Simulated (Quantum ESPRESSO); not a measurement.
Records of electronic-structure calculations.

### Co2Ge: parallel and opposed starts

The structure is orthorhombic, space group Pnma (No. 62). The conventional cell has a = 5.020 Å, b = 3.820 Å, c = 7.260 Å, α = 90.00°, β = 90.00°, γ = 90.00°. Co has 5 Ge at 2.35 to 2.68 Å and 5 Co at 2.55 to 2.68 Å nearest. Nearest to Co lie 5 Ge at 2.42 to 2.62 Å and 7 Co at 2.54 to 2.68 Å. Nearest to Ge lie 9 Co at 2.35 to 2.62 Å. Farther neighbours are not listed.

```
Co Ge
1.0
     5.02000    0.00000    0.00000
     0.00000    3.82000    0.00000
     0.00000    0.00000    7.26000
Co Ge
8 4
Direct
  0.32576 0.25000 0.93750
  0.82576 0.25000 0.56250
  0.67424 0.75000 0.06250
  0.17424 0.75000 0.43750
  0.96247 0.25000 0.22356
  0.46247 0.25000 0.27644
  0.03753 0.75000 0.77644
  0.53753 0.75000 0.72356
  0.29635 0.25000 0.60505
  0.79635 0.25000 0.89495
  0.70365 0.75000 0.39495
  0.20365 0.75000 0.10505
```

```yaml
method: PBEsol; plane waves with GBRV 1.5 PBEsol potentials, no spin-orbit coupling (and 1 further level or step)
program: Quantum ESPRESSO 7.5
settings_of_one_run: GBRV 1.5 PBEsol, potential files Ge: ge_pbesol_v1.4.uspp.F.UPF, Co: co_pbesol_v1.2.uspp.F.UPF, cutoff 544.23 eV, 6×8×4 k-mesh, 124 bands, fermi-dirac occupations, smearing width 0.1 eV, collinear spin, SCF threshold 2.40e-8, mesh matched on, starting moments 2 2 2 2 2 2 2 2 0 0 0 0 μB
cost: 3 runs, 72 min in all on 4 MPI ranks of AMD EPYC 9R14 (Zen 4), shared host (the runs of this entry)
notes: The run is spin-polarised, with a total moment of 4.91 μB a cell (absolute 5.84). Only these 2 starts were compared; other wavevectors, canted and longer-period orders were not. 1 further start did not converge.
lowest_state_found: ferromagnetic (from ferro ++++++++)
largest_site_moment: 0.815 μB
state_without_moments: 10.7 meV a seeded atom higher
```

At this level spin polarisation gains little. 1 start lost its moments.

[Logs and program files are shortened in this print: banners, set-up blocks, solver, clock and traceback lines can be left out without a mark of their own.]

[Logs are printed without paths, hosts, clocks, repeated set-up lines and the standing remarks that a program may print on its own settings, such as how far it seeks lower states.]

[Hosts, paths, dates, database ids (printed as entryN), source tags and the programs' standing remarks are cut or masked in the printed files.]

[Where a cell is said to come from a database of computed structures, the database is the Materials Project.]
